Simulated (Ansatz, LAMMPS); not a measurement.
# Site preference of a vacancy of Si in glassy 69SiO2-19Al2O3-6SrO-6Li2O (mol %) (106 atoms), part 4 of 4

At which site of glassy 69SiO2-19Al2O3-6SrO-6Li2O (mol %) (106 atoms) does a vacancy of Si cost least, and what about the site decides it?

Ansatz 0.2.0; Kohn-Sham DFT, PBE, PAW (set soft_2), plane waves.

The cell: 22 Si, 12 Al, 2 Sr, 4 Li and 66 O. The quench rate of 50 K/ps is orders of magnitude faster than experiment. The starting topology of bonds comes from the classical model. Sampling is at Γ alone, for a cell whose shortest periodic width is 11 Å.

So far. Step 9 (Vacancy of Si, site Si12): The relaxation converged after 37 steps, 2.05 eV below its start, with a largest force component of 0.029 eV/Å.

## Step 10: Vacancy of Si, site Si19

The site has 4 bonded neighbours (O4) at 1.64 Å on average. 

Contents of input.yaml:

```yaml
crystal:
  lattice:
    - [11.0396, 0.0, 0.0]
    - [0.0, 11.0396, 0.0]
    - [0.0, 0.0, 11.0396]
  atoms:
    [... atom lines 1 to 15 left out ...]
    - { symbol: Si, position: [0.23084, 0.87745, 0.938] }
    - { symbol: Si, position: [0.17779, 0.87961, 0.2173] }
    - { symbol: Si, position: [0.72764, 0.19924, 0.72154] }
    - { symbol: Si, position: [0.21411, 0.4883, 0.10484] }
    - { symbol: Si, position: [0.04727, 0.27798, 0.03611] }
    - { symbol: Si, position: [0.65758, 0.84248, 0.64829] }
    - { symbol: Al, position: [0.00363, 0.0988, 0.25219] }
    [... atom lines 23 to 105 left out ...]
magnetization:
  spin_polarized: true
kpoints:
  mp_grid: { grid: [1, 1, 1] }
hamiltonian:
  xc: pbe
scf:
  occupations: { method: fermi_dirac, width: 0.025 }
  lower_state_search: "off"
output:
  forces: true
  eigenvalues: true
relax:
  f_tol: 0.05
  max_steps: 90
```

Launch:

```
$ ansatz run input.yaml --threads 4 --pin off --max-ram 8192MiB --backend cpu --events-out ev --progress --plain --runs-dir out
```

Numbers of over 12 decimals in the logs are rounded to 6 here.

The program printed:

```text
[...]
Crystal: 105 atoms, lattice volume = 1345.427 Å³
Basis set: ecut = 420 eV, 26193 PW (Γ), exchange–correlation on 150×150×150 points (8 copies of the dense FFT grid, shifted against one another)
Bands: 381, of which v1, the nominal top of the filled ones, is band 274 counted from 1 (273 counted from 0)
Symmetry: 1 space group operations
[...]
k-points: 1
[...]
Starting moments: Σ|m| = 2.4 μB on 4 of 105 sites
[...]
SCF iter   1: F=—  HF=-65330.276952 eV  |F-HF|=—  |Δ(HF+E_count)|=         —  Δρ=6.27e-2 (↑5.99e-2 ↓6.27e-2)  dr2=2.40e2  dr2_m=8.11e-1  M=1.537 μB ∫|m|=1.831 μB  β_m=0.30  ethr=3.10e-3  ⟨swp⟩=8.0  Hψ=3759  notcnv=0  defer=160
[...]
SCF iter   4: F=—  HF=-65274.066697 eV  |F-HF|=—  |Δ(HF+E_count)|=    7.24e0  Δρ=2.95e-2 (↑2.35e-2 ↓2.95e-2)  dr2=4.82e1  dr2_m=3.70e-1  M=1.551 μB ∫|m|=1.803 μB  β_m=0.30  ethr=3.10e-3  ⟨swp⟩=3.0  Hψ=1198  notcnv=0  defer=202
[...]
SCF iter  16: F=—  HF=-65269.031020 eV  |F-HF|=—  |Δ(HF+E_count)|=   1.12e-2  Δρ=2.15e-3 (↑1.56e-3 ↓2.15e-3)  dr2=1.87e-1  dr2_m=1.34e-2  M=3.838 μB ∫|m|=4.003 μB  β_m=0.30  ethr=3.16e-5  ⟨swp⟩=3.0  Hψ=820  notcnv=0  defer=196
[...]
SCF iter  18: F=—  HF=-65269.028833 eV  |F-HF|=—  |Δ(HF+E_count)|=   7.35e-2  Δρ=1.30e-3 (↑1.30e-3 ↓9.87e-4)  dr2=1.36e-2  dr2_m=1.36e-2  M=3.924 μB ∫|m|=4.086 μB  β_m=0.36  ethr=3.16e-5  ⟨swp⟩=2.0  Hψ=1006  notcnv=0  defer=196
[...]
SCF iter  33: F=—  HF=-65269.042596 eV  |F-HF|=—  |Δ(HF+E_count)|=   1.00e-6  Δρ=8.48e-5 (↑1.30e-5 ↓8.48e-5)  dr2=1.52e-4  dr2_m=1.97e-5  M=3.990 μB ∫|m|=4.172 μB  β_m=0.38  ethr=1.03e-8  ⟨swp⟩=2.0  Hψ=1005  notcnv=0
SCF iter  34: F=-65269.042589 eV  HF=-65269.042593 eV  |F-HF|=3.83e-6  |Δ(HF+E_count)|=   3.49e-6  Δρ=3.22e-5 (↑8.10e-6 ↓3.22e-5)  dr2=9.95e-6  dr2_m=3.78e-6  M=3.990 μB ∫|m|=4.172 μB  ethr=1.03e-8  ⟨swp⟩=4.5  Hψ=2649  notcnv=0
SCF 1 converged in 34 iterations: F = -65269.042589 eV  dr2 = 9.95e-6
[...]
relax step   1: F+E_penalty+E_count = -65269.04258902 eV  Δ(F+E_penalty+E_count) = +0.000e0 eV  max|allowed force component| = 1.356e0 eV/Å  Δτ_max = 0.0000 Å  (34 SCF iters, dr2 threshold 6.25e-5 eV, accepted)
[... from here on, the SCF cycles and remarks between the steps are left out ...]
relax step   2: F+E_penalty+E_count = -65269.38788258 eV  Δ(F+E_penalty+E_count) = -3.453e-1 eV  max|allowed force component| = 1.006e0 eV/Å  Δτ_max = 0.1859 Å  (24 SCF iters, dr2 threshold 1.00e-4 eV, accepted)
relax step   3: F+E_penalty+E_count = -65269.64529266 eV  Δ(F+E_penalty+E_count) = -2.574e-1 eV  max|allowed force component| = 5.887e-1 eV/Å  Δτ_max = 0.1949 Å  (24 SCF iters, dr2 threshold 6.32e-5 eV, accepted)
relax step   4: F+E_penalty+E_count = -65269.81212335 eV  Δ(F+E_penalty+E_count) = -1.668e-1 eV  max|allowed force component| = 3.722e-1 eV/Å  Δτ_max = 0.1960 Å  (17 SCF iters, dr2 threshold 1.00e-4 eV, accepted)
relax step   5: F+E_penalty+E_count = -65269.94203668 eV  Δ(F+E_penalty+E_count) = -1.299e-1 eV  max|allowed force component| = 2.746e-1 eV/Å  Δτ_max = 0.1951 Å  (22 SCF iters, dr2 threshold 4.75e-5 eV, accepted)
relax step   6: F+E_penalty+E_count = -65270.03968206 eV  Δ(F+E_penalty+E_count) = -9.765e-2 eV  max|allowed force component| = 3.574e-1 eV/Å  Δτ_max = 0.2000 Å  (20 SCF iters, dr2 threshold 3.02e-5 eV, accepted)
relax step   7: F+E_penalty+E_count = -65270.16430696 eV  Δ(F+E_penalty+E_count) = -1.246e-1 eV  max|allowed force component| = 2.300e-1 eV/Å  Δτ_max = 0.1957 Å  (20 SCF iters, dr2 threshold 6.95e-5 eV, accepted)
relax step   8: F+E_penalty+E_count = -65270.25946664 eV  Δ(F+E_penalty+E_count) = -9.516e-2 eV  max|allowed force component| = 2.352e-1 eV/Å  Δτ_max = 0.1949 Å  (20 SCF iters, dr2 threshold 2.19e-5 eV, accepted)
relax step   9: F+E_penalty+E_count = -65270.35434267 eV  Δ(F+E_penalty+E_count) = -9.488e-2 eV  max|allowed force component| = 2.436e-1 eV/Å  Δτ_max = 0.1941 Å  (14 SCF iters, dr2 threshold 2.29e-5 eV, accepted)
relax step  10: F+E_penalty+E_count = -65270.45778433 eV  Δ(F+E_penalty+E_count) = -1.034e-1 eV  max|allowed force component| = 3.248e-1 eV/Å  Δτ_max = 0.1907 Å  (11 SCF iters, dr2 threshold 5.94e-5 eV, accepted)
relax step  11: F+E_penalty+E_count = -65270.58682947 eV  Δ(F+E_penalty+E_count) = -1.290e-1 eV  max|allowed force component| = 3.359e-1 eV/Å  Δτ_max = 0.1949 Å  (14 SCF iters, dr2 threshold 1.00e-4 eV, accepted)
relax step  12: F+E_penalty+E_count = -65270.72789351 eV  Δ(F+E_penalty+E_count) = -1.411e-1 eV  max|allowed force component| = 3.679e-1 eV/Å  Δτ_max = 0.1950 Å  (14 SCF iters, dr2 threshold 1.00e-4 eV, accepted)
relax step  13: F+E_penalty+E_count = -65270.88203194 eV  Δ(F+E_penalty+E_count) = -1.541e-1 eV  max|allowed force component| = 3.370e-1 eV/Å  Δτ_max = 0.1952 Å  (15 SCF iters, dr2 threshold 1.00e-4 eV, accepted)
relax step  14: F+E_penalty+E_count = -65270.98128145 eV  Δ(F+E_penalty+E_count) = -9.925e-2 eV  max|allowed force component| = 2.377e-1 eV/Å  Δτ_max = 0.1939 Å  (14 SCF iters, dr2 threshold 9.53e-5 eV, accepted)
relax step  15: F+E_penalty+E_count = -65271.05167853 eV  Δ(F+E_penalty+E_count) = -7.040e-2 eV  max|allowed force component| = 3.111e-1 eV/Å  Δτ_max = 0.1951 Å  (14 SCF iters, dr2 threshold 2.81e-5 eV, accepted)
relax step  16: F+E_penalty+E_count = -65271.12238827 eV  Δ(F+E_penalty+E_count) = -7.071e-2 eV  max|allowed force component| = 1.961e-1 eV/Å  Δτ_max = 0.1952 Å  (14 SCF iters, dr2 threshold 4.82e-5 eV, accepted)
relax step  17: F+E_penalty+E_count = -65271.17656784 eV  Δ(F+E_penalty+E_count) = -5.418e-2 eV  max|allowed force component| = 1.617e-1 eV/Å  Δτ_max = 0.1952 Å  (15 SCF iters, dr2 threshold 1.53e-5 eV, accepted)
relax step  18: F+E_penalty+E_count = -65271.18839559 eV  Δ(F+E_penalty+E_count) = -1.183e-2 eV  max|allowed force component| = 1.983e-1 eV/Å  Δτ_max = 0.1858 Å  (17 SCF iters, dr2 threshold 1.04e-5 eV, accepted)
relax step  19: F+E_penalty+E_count = -65271.20524693 eV  Δ(F+E_penalty+E_count) = -1.685e-2 eV  max|allowed force component| = 9.074e-2 eV/Å  Δτ_max = 0.0511 Å  (12 SCF iters, dr2 threshold 2.67e-5 eV, accepted)
relax step  20: F+E_penalty+E_count = -65271.21600720 eV  Δ(F+E_penalty+E_count) = -1.076e-2 eV  max|allowed force component| = 2.080e-1 eV/Å  Δτ_max = 0.2000 Å  (18 SCF iters, accepted)
relax step  21: F+E_penalty+E_count = -65271.22822516 eV  Δ(F+E_penalty+E_count) = -1.222e-2 eV  max|allowed force component| = 5.663e-2 eV/Å  Δτ_max = 0.0315 Å  (10 SCF iters, dr2 threshold 9.06e-6 eV, accepted)
relax step  22: F+E_penalty+E_count = -65271.23141149 eV  Δ(F+E_penalty+E_count) = -3.186e-3 eV  max|allowed force component| = 1.048e-1 eV/Å  Δτ_max = 0.0469 Å  (17 SCF iters, accepted)
relax step  23: F+E_penalty+E_count = -65271.23574309 eV  Δ(F+E_penalty+E_count) = -4.332e-3 eV  max|allowed force component| = 4.422e-2 eV/Å  Δτ_max = 0.0333 Å  (14 SCF iters, accepted)
SCF converged after 14 iterations
Magnetization: 3.9938 μB (275.9969 up, 272.0031 down)
Absolute magnetization: 4.2925 μB (∫|ρ↑−ρ↓|, with the PAW one-centre terms)
[...]
Per-site moments (μB) at R_I (Å): [(-4.4662420002353284e-5, 0.664754), (-0.000344078, 0.657818), (-0.000950416, 0.672437), (-4.5463478411333506e-5, 0.665550), (1.419754175124799e-5, [...]
Free energy (F): -65271.235743 eV
[...]
Internal energy: -65271.211080 eV  (E = F + TS)
E sigma→0 (E₀):  -65271.223411 eV
Entropy (-TS):   -0.024663 eV (-0.235 meV/atom)
Fermi energy:    3.463109 eV
[...]
Σ components = -65271.235743   (vs F -65271.235743, Δ=0.00e0)
--- Forces (eV/Å), atoms counted from 1 ---
  atom   1  Si    -0.03464555     0.00850639     0.00998194
  atom   2  Si     0.03920792    -0.02424450     0.01116270
  atom   3  Si    -0.02433851     0.02862691    -0.01745062
  atom   4  Si    -0.00479182    -0.01387647     0.00791342
[...]
atom 105  O      0.02165163     0.00625690    -0.01103776
  max |Σ_I F_I| component: 3.73e-5 eV/Å
--- Band table (eV) ---
[...]
--- Relaxed structure (23 steps of the walk, 23 accepted, 0 SCFs on fresh bases) ---
  F+E_penalty+E_count = -65271.23574309 eV   max|allowed force component| = 4.422e-2 eV/Å
  atoms:
    - { symbol: Si, position: [0.798579, 0.140299, 0.447841] }
    - { symbol: Si, position: [0.045382, 0.699029, 0.372730] }
    - { symbol: Si, position: [0.462329, 0.199431, 0.619464] }
    - { symbol: Si, position: [0.470474, 0.147985, 0.153252] }
[...]
- { symbol: O, position: [0.596750, 0.232996, 0.674452] }
```

Wall time 7.1 min (4 threads of Intel Xeon 6975P-C (Granite Rapids), shared host); peak memory 3 GiB.

The relaxation converged after 23 steps, 2.19 eV below its start, with a largest force component of 0.044 eV/Å.

## Step 11: The sites compared

All these cells hold the same atoms, so their energies can be compared with no chemical potential.

```
site  neighbours  mean distance (Å)  atoms within 6 Å  energy over the best site (eV)  before relaxation (eV)  gain on relaxing (eV)  moment (μB)
 Si6          O4               1.66                69                            0.00                    0.00                   2.68          4.0
Si10          O5               1.74                71                            0.18                    0.86                   3.37          4.0
Si19          O4               1.64                75                            0.98                    0.49                   2.19          4.0
Si17          O4               1.62                70                            1.31                    0.68                   2.06          4.0
 Si4          O4               1.65                72                            1.46                    0.72                   1.95          4.0
Si12          O4               1.64                69                            2.30                    1.67                   2.05          4.0
```

## Step 12: Outcome

The cheapest site is Si6 (4 neighbours, O4); the dearest, Si12 (4 neighbours, O4), costs 2.3 eV more. By coordination the energies over the best site are 0.00 to 2.30 eV with 4 neighbours and 0.18 eV with 5 neighbours. The chemistry differs between sites, which can decide the order more than coordination does: at Si6 Li moved to within 0.7 Å of the empty place; at Si19 Li moved to within 0.4 Å of the empty place. At Si6 (largest move 3.2 Å) and Si19 (largest move 2.7 Å) other atoms changed place, so the end state is more than the plain defect. Relaxation gains 1.9 to 3.4 eV and leaves the best site the same.

**Limits.** Defects are neutral and interact with their images. The reference ran with fermi-dirac smearing of 0.05 eV, but 6 of the 6 defect cells with fermi-dirac smearing of 0.025 eV, spin polarised. In a disordered cell the relaxation can also rearrange atoms far from the site. In the spin-polarised runs the search for a state of lower energy was switched off. Only 6 of the 22 Si sites were tried, so a cheaper one may exist. A local or semilocal functional tends to spread out the unpaired spin of such defects.

The DFT runs together took 44 min of wall time.

[Logs are printed without paths, hosts, clocks, repeated set-up lines and the standing remarks that a program may print on its own settings, such as how far it seeks lower states.]

[Hosts, paths, dates, database ids (printed as entryN), source tags and the programs' standing remarks are cut or masked in the printed files.]
